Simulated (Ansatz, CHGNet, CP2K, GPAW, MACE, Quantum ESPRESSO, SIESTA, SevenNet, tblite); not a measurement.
# Running random rutile alloy of IrO2 and SiO2 (96 atoms) with CP2K

Aim: run random rutile alloy of IrO2 and SiO2 (96 atoms) in CP2K and see how near its forces come to a plane-wave reference, and at what cost.

Method: the method is named at each step, in CP2K 2026.2.

## 1. Set-up

The cell holds 96 atoms: 16 Si, 64 O and 16 Ir. Its edges and angles: a = 8.677 Å, b = 8.677 Å, c = 11.638 Å, α = 90.0°, β = 90.0°, γ = 90.0°. It derives from IrO2 (rutile), repeated 2×2×4. Rutile IrO2, 2 x 2 x 4 conventional cells, 16 of 32 Ir sites given to Si at random (x = 0.500), lattice by Vegard's rule (cell 4.338, 4.338, 2.909, 90, 90, 90); every coordinate displaced by a Gaussian of 0.07 Å. Then every atom was moved at random, 0.03 Å r.m.s. a Cartesian component.

The yardstick, on the same geometry:

```
method                 : Kohn-Sham DFT, PBE, PAW, plane waves (Ansatz 0.2.0); cutoff 420 eV, Γ point, fermi-dirac smearing of 0.05 eV; PAW set soft_2
r.m.s. force component : 3.937 eV/Å
longest force          : 17.92 eV/Å
pressure               : 35.03 GPa
SCF cycles             : 14
time                   : 8.9 s on 8 threads of Arm Neoverse V2, shared host
CPU time               : 65 s
```

## 2. PBE, DZVP-UZH, 600/50 Ry, diagonalisation

Method: Kohn-Sham DFT, PBE, GTH-PBE pseudopotentials, Gaussian and plane waves, DZVP-MOLOPT (UZH set), diagonalisation.

input.inp reads:

```
&GLOBAL
  PROJECT cell
  RUN_TYPE ENERGY_FORCE
  PRINT_LEVEL LOW
&END GLOBAL
&FORCE_EVAL
  METHOD QS
  STRESS_TENSOR ANALYTICAL
  &DFT
    BASIS_SET_FILE_NAME BASIS_MOLOPT_UZH
    POTENTIAL_FILE_NAME POTENTIAL_UZH
    &MGRID
      CUTOFF 600
      REL_CUTOFF 50
      NGRIDS 5
    &END MGRID
    &QS
      EPS_DEFAULT 1.0E-12
    &END QS
    &SCF
      SCF_GUESS ATOMIC
      EPS_SCF 1.0E-06
      MAX_SCF 200
      ADDED_MOS 60
      &DIAGONALIZATION
        ALGORITHM STANDARD
      &END DIAGONALIZATION
      &SMEAR ON
        METHOD FERMI_DIRAC
        ELECTRONIC_TEMPERATURE [K] 580
      &END SMEAR
      &MIXING
        METHOD BROYDEN_MIXING
        ALPHA 0.15
        NBROYDEN 8
      &END MIXING
      &PRINT
        &RESTART OFF
        &END RESTART
      &END PRINT
    &END SCF
    &XC
      &XC_FUNCTIONAL PBE
      &END XC_FUNCTIONAL
    &END XC
    &PRINT
      &MULLIKEN ON
      &END MULLIKEN
      &LOWDIN ON
      &END LOWDIN
      &MO ON
        EIGENVALUES T
        OCCUPATION_NUMBERS T
        MO_INDEX_RANGE 349 372
        &EACH
          QS_SCF 0
        &END EACH
        ADD_LAST NUMERIC
      &END MO
    &END PRINT
  &END DFT
  &SUBSYS
    &CELL
      A 8.67700 0.00000 0.00000
      B 0.00000 8.67700 0.00000
      C 0.00000 0.00000 11.63800
    &END CELL
    &COORD
      Si 0.15115 0.09536 0.04178
      Si 2.14912 2.09845 1.45778
      O 1.23890 1.21868 11.48298
      O 2.93664 3.09344 0.13337
      O 0.95326 3.60200 1.54681
      O 3.55505 0.86944 1.50212
      Ir 8.64082 0.00564 2.97875
      Ir 2.24838 2.08769 4.26253
      O 1.32611 1.29817 2.98259
      O 2.90419 2.94931 2.85178
      O 0.76149 3.42507 4.29093
      O 3.54542 0.82041 4.43478
      Ir 8.54797 8.63865 5.86031
      Ir 2.23667 2.06270 7.35964
      O 1.18484 1.18606 5.93038
      O 2.98697 3.17977 5.95772
      O 0.74015 3.57484 7.20043
      O 3.47583 0.82379 7.12257
      Si 0.09796 0.08373 8.75899
      Ir 2.24500 1.99502 10.15951
      O 1.29122 1.30832 8.74642
      O 2.97326 3.04849 8.76749
      O 0.93902 3.34377 10.14100
      O 3.51748 0.69572 10.25529
      Si 8.66424 4.22188 0.07635
      Si 2.30704 6.34072 1.35641
      O 1.40411 5.79094 0.02281
      O 3.04537 7.30291 0.01676
      O 0.76627 7.87082 1.38446
      O 3.63610 5.16872 1.45103
      Si 0.14751 4.32982 2.89391
      Si 2.19511 6.51027 4.50356
      O 1.21504 5.61697 2.94046
      O 3.12728 7.41788 2.89379
      O 0.89434 7.80340 4.32631
      O 3.41796 5.06459 4.37461
      Ir 8.58954 4.24939 5.83250
      Ir 2.21576 6.57743 7.19985
      O 1.28706 5.56560 5.87626
      O 3.03331 7.42439 5.72834
      O 0.99204 7.86830 7.30750
      O 3.62994 5.17158 7.34730
      Ir 0.06933 4.37373 8.72384
      Si 2.14261 6.51625 10.11354
      O 1.28749 5.79528 8.68788
      O 2.91781 7.31324 8.74014
      O 0.85902 7.68210 9.99704
      O 3.56217 5.17791 10.34141
      Si 4.35733 8.62763 11.62776
      Ir 6.54081 2.22825 1.54541
      O 5.66027 1.20229 11.62043
      O 7.30786 3.05786 11.49951
      O 5.11336 3.50811 1.40517
      O 7.82587 0.85078 1.43287
      Si 4.44098 8.65184 2.86679
      Ir 6.49014 2.27337 4.35762
[... 36 atom lines left out ...]
      O 5.57610 5.60985 8.84907
      O 7.31055 7.35749 8.71849
      O 5.33818 7.92384 10.36573
      O 7.91299 5.17253 10.27356
    &END COORD
    &KIND Si
      BASIS_SET DZVP-MOLOPT-PBE-GTH-q4
      POTENTIAL GTH-PBE-q4
    &END KIND
    &KIND O
      BASIS_SET DZVP-MOLOPT-PBE-GTH-q6
      POTENTIAL GTH-PBE-q6
    &END KIND
    &KIND Ir
      BASIS_SET DZVP-MOLOPT-PBE-GTH-q17
      POTENTIAL GTH-PBE-q17
    &END KIND
  &END SUBSYS
  &PRINT
    &FORCES ON
    &END FORCES
    &STRESS_TENSOR ON
    &END STRESS_TENSOR
  &END PRINT
&END FORCE_EVAL
```

On the command line:

```console
$ OMP_NUM_THREADS=1 mpirun -np 4 cp2k.psmp -i input.inp > output.txt
```

Numbers of over 12 decimals in the logs are rounded to 6 here.

Log:

```text
CP2K| version string:                                       CP2K version 2026.2
 CP2K| Input file name                                                 input.inp
 GLOBAL| Basis set file name                                    BASIS_MOLOPT_UZH
 GLOBAL| Potential file name                                       POTENTIAL_UZH
 GLOBAL| Run type                                                   ENERGY_FORCE
 GLOBAL| Total number of message passing processes                             4
 GLOBAL| Number of threads for this process                                    1
 TOTAL NUMBERS AND MAXIMUM NUMBERS
  Total number of            - Atomic kinds:                                   3
                             - Atoms:                                         96
                             - Shell sets:                                    96
                             - Shells:                                       528
                             - Primitive Cartesian functions:                496
                             - Cartesian basis functions:                   1616
                             - Spherical basis functions:                   1456
  Maximum angular momentum of- Orbital basis functions:                        3
                             - Local part of the GTH pseudopotential:          2
                             - Non-local part of the GTH pseudopotential:      4
 SCF PARAMETERS         Density guess:                                    ATOMIC
                        max_scf:                                             200
                        eps_scf:                                        1.00E-06
                        added MOs                                        60    0
                        Mixing method:                            BROYDEN_MIXING
                                                charge density mixing in g-space
                        Smear method:                                FERMI_DIRAC
                        Electronic temperature [K]:                        580.0
                        Electronic temperature [a.u.]:                  1.84E-03
                        Accuracy threshold:                             1.00E-10
 Extrapolation method: initial_guess
 Number of electrons:                                                        720
 Number of occupied orbitals:                                                360
 Number of molecular orbitals:                                               420
 Number of orbital functions:                                               1456
 Number of independent orbital functions:                                   1456
 SCF WAVEFUNCTION OPTIMIZATION
  Step     Update method      Time    Convergence         Total energy    Change
     1 NoMix/Diag. 0.15E+00    5.3     1.01189360     -2791.7191710540 -2.79E+03
     2 Broy./Diag. 0.15E+00    7.2     0.89106172     -2692.5303411988  9.92E+01
     3 Broy./Diag. 0.15E+00    7.2     1.10476693     -2729.6166976123 -3.71E+01
     4 Broy./Diag. 0.15E+00    7.2     0.36551455     -2760.1082406901 -3.05E+01
     5 Broy./Diag. 0.15E+00    7.2     0.59774859     -2770.9570874402 -1.08E+01
     6 Broy./Diag. 0.15E+00    7.2     0.33323566     -2772.3316629222 -1.37E+00
     7 Broy./Diag. 0.15E+00    7.2     0.55478326     -2774.6892562451 -2.36E+00
[...]
30 Broy./Diag. 0.15E+00    7.3     0.00000509     -2771.3327160281  5.31E-06
    31 Broy./Diag. 0.15E+00    7.3     0.00000360     -2771.3327195916 -3.56E-06
    32 Broy./Diag. 0.15E+00    7.3     0.00000091     -2771.3327222257 -2.63E-06
  *** SCF run converged in    32 steps ***
  Electronic density on regular grids:       -720.0000000000        0.0000000000
  Core density on regular grids:              719.9999999996       -0.0000000004
  Total charge density on r-space grids:       -0.0000000004
  Total charge density g-space grids:          -0.0000000004
  Overlap energy of the core charge distribution:               9.97768e-06
  Self energy of the core charge distribution:              -5377.397976
  Core Hamiltonian energy:                                   1383.832697
  Hartree energy:                                            1641.691902
  Exchange-correlation energy:                               -419.450156
  Electronic entropic energy:                                  -0.00919854
  Fermi energy:                                                 0.409047
  Total energy:                                             -2771.332722
  Total energy (extrapolated to T->0):                      -2771.328123
 MO| EIGENVALUES AND OCCUPATION NUMBERS
 MO|
 MO|  Index      Eigenvalue [a.u.]        Eigenvalue [eV]             Occupation
 MO|    349               0.379798              10.334822               2.000000
 MO|    350               0.382850              10.417865               1.999999
 MO|    351               0.385348              10.485844               1.999995
 MO|    352               0.388121              10.561311               1.999977
 MO|    353               0.390548              10.627361               1.999915
 MO|    354               0.394977              10.747860               1.999058
[...]
MO|    370               0.483165              13.147590               0.000000
 MO|    371               0.492279              13.395595               0.000000
 MO|    372               0.494768              13.463325               0.000000
 MO| Sum:                                                             720.000000
 MO| E(Fermi):            0.409047 a.u.         11.130736 eV
 !-----------------------------------------------------------------------------!
                     Mulliken Population Analysis
 #  Atom  Element  Kind  Atomic population                           Net charge
       1     Si       1          2.674789                              1.325211
       2     Si       1          2.653068                              1.346932
       3     O        2          6.455820                             -0.455820
       4     O        2          6.501693                             -0.501693
       5     O        2          6.710955                             -0.710955
       6     O        2          6.727033                             -0.727033
[...]
# Total charge                            720.000000                 -0.000000
 !-----------------------------------------------------------------------------!
 LOWDIN POPULATION ANALYSIS
 #  Atom  Element  Kind  Atomic population                           Net charge
[...]
94     O        2          5.973367                              0.026633
      95     O        2          5.936063                              0.063937
      96     O        2          5.874235                              0.125765
 # Total charge                            720.000000                 -0.000000
 ENERGY| Total FORCE_EVAL ( QS ) energy [hartree]          -2771.332735
 FORCES| Atomic forces [hartree/bohr]
 FORCES|   Atom     x               y               z               |f|
 FORCES|      1 -1.00888400E-01 -8.20161127E-02 -9.43966846E-03   1.30361878E-01
 FORCES|      2  3.12772276E-02  1.02882192E-02 -3.61122480E-03   3.31233054E-02
 FORCES|      3  2.61143479E-02  1.99043587E-02  1.10618770E-01   1.15389145E-01
 FORCES|      4 -4.52657924E-02 -7.25916286E-02  2.33195303E-03   8.55802226E-02
 FORCES|      5 -2.68345537E-02 -3.31173492E-02 -3.96059636E-02   5.81849160E-02
 FORCES|      6 -1.95373045E-02  5.75029172E-03 -1.65698348E-02   2.62551242E-02
[...]
FORCES|     94  4.32908639E-02  2.75357328E-02 -9.12383765E-02   1.04674528E-01
 FORCES|     95 -7.56558212E-02  3.52080841E-02 -6.78220438E-02   1.07532516E-01
 FORCES|     96  1.88578682E-02 -1.43693851E-02  2.32120639E-02   3.31797880E-02
 FORCES| Sum     6.46544652E-03 -4.02460776E-03  2.52976984E-03
 FORCES| Total atomic force                                       8.02491133E-03
 STRESS| Analytical stress tensor [bar]
 STRESS|                        x                   y                   z
 STRESS|      x        2.99877489925E+05   2.52925018317E+04   9.65024935224E+03
 STRESS|      y        2.52925018317E+04   3.03232444255E+05  -1.92217605724E+04
 STRESS|      z        9.65024935224E+03  -1.92217605724E+04   4.41091736839E+05
 STRESS| 1/3 Trace                                             3.48067223673E+05
```

The job ended after 4.3 min (4 MPI ranks of Arm Neoverse V2, shared host; peak memory 4.5 GiB).

Banners, paths, timers and routine set-up lines are dropped from the logs unmarked, and long logs keep their key lines alone; longer cuts are marked.

Compared with the plane-wave run:

```yaml
r_m_s_force_component: 3.957 eV/Å
r_m_s_difference_of_force_components: 95.57 meV/Å
longest_difference_of_force_vectors: 420.8 meV/Å
force_difference_over_r_m_s_force: 2.428 %
slope_of_forces_against_the_reference_s: 1.005
correlation_of_force_components: 0.9997
pressure: 34.81 GPa
pressure_difference: -0.225 GPa
```

Length of the force difference by element (eV/Å):

```tsv
element	atoms	mean	most
Ir	16	0.18	0.42
O	64	0.15	0.29
Si	16	0.12	0.21
```

The surroundings of Ir61, which bears the longest force, nearest first, numbered as they follow in the input and with coordinates relative to it.

```tsv
atom	x	y	z	distance (Å)	bonds	Mulliken charge (e)	Fx	Fy	Fz (eV/Å)
Ir61	0.00	0.00	0.00	0.00	6	0.53	6.42	-15.67	7.01
O12	-0.74	0.61	-1.30	1.62	3	-0.17	-4.53	4.23	-13.77
O63	1.27	1.10	0.00	1.68	3	-0.25	6.60	6.96	3.37
O18	-0.81	0.62	1.39	1.72	3	-0.25	0.10	-0.81	8.51
O83	0.98	-0.90	-1.36	1.90	3	-0.59	1.04	-1.40	-4.21
O40	-1.26	-1.46	-0.01	1.93	3	-0.41	-0.64	-1.32	-2.54
O89	1.04	-0.96	1.52	2.08	3	-0.65	-1.35	-0.68	2.34
Si55	0.15	-0.23	-2.87	2.88	6	1.34	-0.15	-1.27	-0.54
Si67	0.14	-0.30	2.98	3.00	6	1.34	0.49	-0.75	0.71
```

Forces lie 2.4 % from the reference's, at 16 times its CPU time (on 4 against 8 cores).

## 3. PBE, SZV-MOLOPT-SR, 600/50 Ry, diagonalisation

Method: Kohn-Sham DFT, PBE, GTH-PBE pseudopotentials, Gaussian and plane waves, SZV-MOLOPT-SR-GTH, diagonalisation.

Edit input.inp of step 2 so:

```diff
@@ -9,4 +9,4 @@
   &DFT
-    BASIS_SET_FILE_NAME BASIS_MOLOPT_UZH
-    POTENTIAL_FILE_NAME POTENTIAL_UZH
+    BASIS_SET_FILE_NAME BASIS_MOLOPT
+    POTENTIAL_FILE_NAME GTH_POTENTIALS
     &MGRID
@@ -23,3 +23,3 @@
       MAX_SCF 200
-      ADDED_MOS 60
+      ADDED_MOS 48
       &DIAGONALIZATION
@@ -68,6 +68,31 @@
     &COORD
-[... 96 atom lines left out: the same atoms as in the first run ...]
+      SCALED
+      Si 0.01742 0.01099 0.00359
+      Si 0.24768 0.24184 0.12526
+      O 0.14278 0.14045 0.98668
+      O 0.33844 0.35651 0.01146
+      O 0.10986 0.41512 0.13291
+      O 0.40971 0.10020 0.12907
+      Ir 0.99583 0.00065 0.25595
+      Ir 0.25912 0.24060 0.36626
+      O 0.15283 0.14961 0.25628
+      O 0.33470 0.33990 0.24504
+      O 0.08776 0.39473 0.36870
+      O 0.40860 0.09455 0.38106
+      Ir 0.98513 0.99558 0.50355
+      Ir 0.25777 0.23772 0.63238
+      O 0.13655 0.13669 0.50957
+      O 0.34424 0.36646 0.51192
+      O 0.08530 0.41199 0.61870
+      O 0.40058 0.09494 0.61201
+      Si 0.01129 0.00965 0.75262
+      Ir 0.25873 0.22992 0.87296
+[... 72 atom lines left out ...]
+      O 0.64263 0.64652 0.76036
+      O 0.84252 0.84793 0.74914
+      O 0.61521 0.91320 0.89068
+      O 0.91195 0.59612 0.88276
     &END COORD
     &KIND Si
-      BASIS_SET DZVP-MOLOPT-PBE-GTH-q4
+      BASIS_SET SZV-MOLOPT-SR-GTH-q4
       POTENTIAL GTH-PBE-q4
@@ -75,3 +100,3 @@
     &KIND O
-      BASIS_SET DZVP-MOLOPT-PBE-GTH-q6
+      BASIS_SET SZV-MOLOPT-SR-GTH-q6
       POTENTIAL GTH-PBE-q6
@@ -79,3 +104,3 @@
     &KIND Ir
-      BASIS_SET DZVP-MOLOPT-PBE-GTH-q17
+      BASIS_SET SZV-MOLOPT-SR-GTH-q17
       POTENTIAL GTH-PBE-q17
```

On the command line:

```console
$ OMP_NUM_THREADS=2 cp2k.psmp -i input.inp > output.txt
```

Log:

```text
CP2K| version string:                                       CP2K version 2026.2
 CP2K| Input file name                                                 input.inp
 GLOBAL| Basis set file name                                        BASIS_MOLOPT
 GLOBAL| Potential file name                                      GTH_POTENTIALS
 GLOBAL| Run type                                                   ENERGY_FORCE
 GLOBAL| Total number of message passing processes                             1
 GLOBAL| Number of threads for this process                                    2
 TOTAL NUMBERS AND MAXIMUM NUMBERS
  Total number of            - Atomic kinds:                                   3
                             - Atoms:                                         96
[... lines left out ...]
                        Smear method:                                FERMI_DIRAC
[... lines left out ...]
 Number of electrons:                                                        720
[... lines left out ...]
  Step     Update method      Time    Convergence         Total energy    Change
[... lines left out ...]
  *** SCF run converged in    35 steps ***
[... lines left out ...]
  Fermi energy:                                                 0.451738
  Total energy:                                             -2770.093554
  Total energy (extrapolated to T->0):                      -2770.088886
[... lines left out ...]
 MO| E(Fermi):            0.451738 a.u.         12.292429 eV
[... lines left out ...]
       1     Si       1          2.541146                              1.458854
       2     Si       1          2.670169                              1.329831
       3     O        2          6.732851                             -0.732851
[...]
# Total charge                            720.000000                 -0.000000
 !-----------------------------------------------------------------------------!
 LOWDIN POPULATION ANALYSIS
 #  Atom  Element  Kind  Atomic population                           Net charge
[...]
95     O        2          6.532575                             -0.532575
      96     O        2          6.514934                             -0.514934
 # Total charge                            720.000000                 -0.000000
 ENERGY| Total FORCE_EVAL ( QS ) energy [hartree]          -2770.093553
 FORCES| Atomic forces [hartree/bohr]
 FORCES|   Atom     x               y               z               |f|
 FORCES|      1 -1.43792838E-01 -1.10430904E-01 -4.37845366E-02   1.86516622E-01
 FORCES|      2  9.03734513E-03  4.85226794E-03 -2.36687480E-02   2.57958862E-02
 FORCES|      3  5.69675743E-02  4.21654402E-02  1.21246592E-01   1.40442034E-01
[...]
FORCES|     95 -7.75834532E-02  3.10254990E-02 -8.84692778E-02   1.21690537E-01
 FORCES|     96  1.03384084E-02 -8.53756868E-03  9.26955852E-03   1.63002295E-02
 FORCES| Sum     6.77612869E-03 -3.70061971E-03  3.51970086E-03
 FORCES| Total atomic force                                       8.48521069E-03
 STRESS| Analytical stress tensor [bar]
 STRESS|                        x                   y                   z
 STRESS|      x        6.05967890719E+05   3.48786456515E+04   1.84298045839E+04
 STRESS|      y        3.48786456515E+04   6.02828118046E+05  -2.51973487230E+04
 STRESS|      z        1.84298045839E+04  -2.51973487230E+04   8.99588222767E+05
 STRESS| 1/3 Trace                                             7.02794743844E+05
```

Run time: 3.3 min. Hardware: 2 threads; peak memory 2.2 GiB; 6.1 min of CPU time.

Against the reference:

```yaml
r_m_s_force_component: 5.235 eV/Å
r_m_s_difference_of_force_components: 1518 meV/Å
longest_difference_of_force_vectors: 8412 meV/Å
force_difference_over_r_m_s_force: 38.55 %
slope_of_forces_against_the_reference_s: 1.31
correlation_of_force_components: 0.985
pressure: 70.28 GPa
pressure_difference: 35.25 GPa
```

This is a coarse setting, run to see what it loses.

Against the first run (2.4 %), the force difference from the reference is 39 %, at 0.35 times the CPU time (on 2 against 4 cores), with 480 basis functions against 1456; this set comes with other potentials too, so the change isn't the basis's alone.

[end of part 1 of 2]

[Also dropped from logs without a mark: logging warnings of Python, and SIESTA's first energy breakdown and zero terms.]

[Logs are printed without paths, hosts, clocks, repeated set-up lines and the standing remarks that a program may print on its own settings, such as how far it seeks lower states.]

[Hosts, paths, dates, database ids (printed as entryN), source tags and the programs' standing remarks are cut or masked in the printed files.]
